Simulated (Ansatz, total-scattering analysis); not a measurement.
# Reading the total scattering of a disordered sample

The sample: hydrogen peroxide (22 H2O2; O 50.0, H 50.0 atom %) at 310 K, fixed volume (mean pressure -1.0 GPa), ρ₀ = 0.1020 Å⁻³. The data come from ab initio molecular dynamics with Ansatz (LDA, plane waves, PAW default files, Langevin thermostat, no spin, fixed volume, H with the mass of D). The average runs over 0.93 ps of 88 atoms, so shells between rare elements are rough. Mean temperature 318 K, largest m.s.d. 1.03 Å², energy drift -7 meV an atom (last third less first, no steady trend), Langevin friction 10 ps⁻¹; the first quarter of the run is discarded. Start: last frame of a classical run of this cell at the same density and temperature. So short a stretch relaxes bonds and nearest shells but still remembers its start. It is a liquid as far as so short a run tells. LDA overbinds hydrogen bonds, so O–O contacts come out short and the liquid too structured.

The totals are in Faber–Ziman form. Below 4 Å⁻¹ the partials are summed on the cell's own reciprocal vectors (from 0.66 Å⁻¹) and folded with a Gaussian of σ = 0.14 Å⁻¹; above it they are transforms of g(r) out to 6.5 Å, tapered over the last 40 %. The fold lowers sharp peaks, and with so few vectors their positions are good to about 0.1 Å⁻¹. X-rays take neutral-atom form factors, neutrons coherent lengths (O 5.8037, H 6.6681 fm). Hydrogen is taken as deuterium. G(r) = 4πrρ₀[g(r) − 1] carries the resolution of a Lorch-windowed transform up to 20 Å⁻¹. The patterns are simulated, not measured. LDA overbinds hydrogen bonds, so O–O contacts come out short and the liquid too structured. The cell is small: beyond half the box only the part of each shell inside it is counted, and low-Q values rest on few vectors.

X-ray, Q (Å⁻¹) and value: 0.6 -0.23, 0.9 -0.29, 1.2 -0.02, 1.5 0.56, 1.8 1.29, 2.1 1.54, 2.4 1.30, 2.7 1.29, 3.0 0.62, 3.3 0.45, 3.6 0.53, 3.9 0.58, 4.2 0.85, 4.5 1.06, 4.8 1.18, 5.1 1.25, 5.4 1.29, 5.7 1.26, 6.0 1.16, 6.3 1.02, 6.6 0.90, 6.9 0.84, 7.2 0.86, 7.5 0.90, 7.8 0.93, 8.1 0.94, 8.4 0.94, 8.7 0.97, 9.0 0.99, 9.3 1.02, 9.6 1.08, 9.9 1.15, 10.2 1.18, 10.5 1.14, 10.8 1.05, 11.1 0.95, 11.4 0.88, 11.7 0.85, 12.0 0.87

neutron, Q (Å⁻¹) and value: 0.6 0.39, 0.9 0.34, 1.2 0.62, 1.5 1.10, 1.8 1.29, 2.1 1.23, 2.4 1.07, 2.7 1.00, 3.0 0.80, 3.3 0.83, 3.6 0.88, 3.9 0.88, 4.2 0.90, 4.5 0.87, 4.8 0.85, 5.1 0.86, 5.4 0.91, 5.7 0.97, 6.0 1.00, 6.3 1.01, 6.6 1.01, 6.9 1.03, 7.2 1.08, 7.5 1.11, 7.8 1.11, 8.1 1.11, 8.4 1.10, 8.7 1.07, 9.0 1.02, 9.3 0.97, 9.6 0.96, 9.9 0.97, 10.2 0.98, 10.5 0.97, 10.8 0.95, 11.1 0.92, 11.4 0.91, 11.7 0.90, 12.0 0.92

G(r):

| r (Å) | X-ray | neutron |
| --- | --- | --- |
| 0.6 | -0.59 | -0.75 |
| 0.7 | -0.64 | -1.02 |
| 0.8 | -0.70 | -0.53 |
| 0.9 | -0.64 | 1.03 |
| 1.0 | -0.73 | 2.16 |
| 1.1 | -1.14 | 1.38 |
| 1.2 | -0.78 | -0.36 |
| 1.3 | 1.19 | -0.92 |
| 1.4 | 3.09 | -0.21 |
| 1.5 | 2.52 | 0.11 |
| 1.6 | -0.04 | -0.42 |
| 1.7 | -1.81 | -0.73 |
| 1.8 | -1.98 | -0.34 |
| 1.9 | -1.88 | 0.03 |
| 2.0 | -2.09 | -0.22 |
| 2.1 | -2.32 | -0.72 |
| 2.2 | -2.49 | -0.91 |
| 2.3 | -2.37 | -0.68 |
| 2.4 | -1.40 | -0.33 |
| 2.5 | 0.05 | -0.15 |
| 2.6 | 0.84 | -0.22 |
| 2.7 | 0.61 | -0.47 |
| 2.8 | 0.03 | -0.67 |
| 2.9 | -0.10 | -0.59 |
| 3.0 | 0.33 | -0.27 |
| 3.1 | 0.86 | 0.05 |
| 3.2 | 1.07 | 0.23 |
| 3.3 | 0.94 | 0.30 |
| 3.4 | 0.69 | 0.28 |
| 3.5 | 0.59 | 0.27 |
| 3.6 | 0.63 | 0.34 |
| 3.7 | 0.57 | 0.39 |
| 3.8 | 0.31 | 0.32 |
| 3.9 | 0.01 | 0.19 |
| 4.0 | -0.09 | 0.08 |
| 4.1 | 0.01 | 0.04 |
| 4.2 | 0.12 | 0.07 |
| 4.3 | 0.17 | 0.14 |
| 4.4 | 0.21 | 0.21 |
| 4.5 | 0.25 | 0.25 |
| 4.6 | 0.21 | 0.23 |
| 4.7 | 0.06 | 0.13 |
| 4.8 | -0.09 | 0.02 |
| 4.9 | -0.10 | -0.02 |
| 5.0 | 0.02 | 0.02 |
| 5.1 | 0.08 | 0.08 |
| 5.2 | -0.04 | 0.10 |
| 5.3 | -0.31 | 0.03 |
| 5.4 | -0.50 | -0.06 |
| 5.5 | -0.40 | -0.09 |
| 5.6 | -0.12 | -0.06 |
| 5.7 | -0.03 | -0.05 |
| 5.8 | -0.18 | -0.10 |

**Question.** Which pairs make the maxima of G(r) below 4.5 Å, and what can the data say of the number of neighbours?

Each pair enters with the weight ci cj fi fj (2 − δij)/⟨f⟩², taking f = Z for X-rays at Q = 0: O–O 0.79 / 0.22; O–H 0.20 / 0.50; H–H 0.01 / 0.29 (X-ray / neutron).

| radiation | maximum (Å) | G (Å⁻²) | pairs that make it (share of the curvature of G, each pair at the same resolution) |
| --- | --- | --- | --- |
| X-ray | 1.43 | 3.28 | O–O 100 % |
| X-ray | 2.62 | 0.89 | O–O 100 % |
| X-ray | 3.21 | 1.08 | O–O 98 % |
| X-ray | 4.52 | 0.25 | O–O 96 % |
| neutron | 1.01 | 2.22 | O–H 98 % |
| neutron | 1.48 | 0.13 | O–O 57 %, O–H 43 % |
| neutron | 1.91 | 0.03 | O–H 92 % |
| neutron | 2.52 | -0.14 | O–O 76 %, H–H 24 % |
| neutron | 3.70 | 0.39 | O–H 42 %, O–O 39 %, H–H 20 % |
| neutron | 4.52 | 0.26 | O–H 79 %, O–O 21 % |

The first neutron peak is mostly one pair, so its area estimates the neighbours: ∫ r [G + 4πρ₀r] dr from 0.56 to 1.26 Å is 0.99, and times c(H)/weight = 0.500/0.498 gives 1.0 H around each O; the count from the coordinates is 1.00.

From the coordinates:

| pair | first peak (Å) | g there | first minimum (Å) | g there | neighbours | kind |
| --- | --- | --- | --- | --- | --- | --- |
| O–H | 1.01 | 14.5 | 1.26 | 0.09 | 1.0 H per O, 1.0 O per H | within molecules |
| O–O | 1.43 | 7.7 | 1.82 | 0.00 | 1.0 | within molecules |
| H–H | 2.36 | 1.9 | 2.84 | 0.86 | 4.4 | 31 % within molecules at the peak |

Distances within molecules give the sharpest pair functions, and with hydrogen they rule the neutron S(Q) at high Q: O–H 1.01 Å and O–O 1.43 Å (first peaks only). On the last frame 100 % of the H on O, N or F point at an acceptor of another molecule or at an anion within hydrogen-bond range (2.35 Å to O, N, F; 2.85 Å to Cl, Br, I).
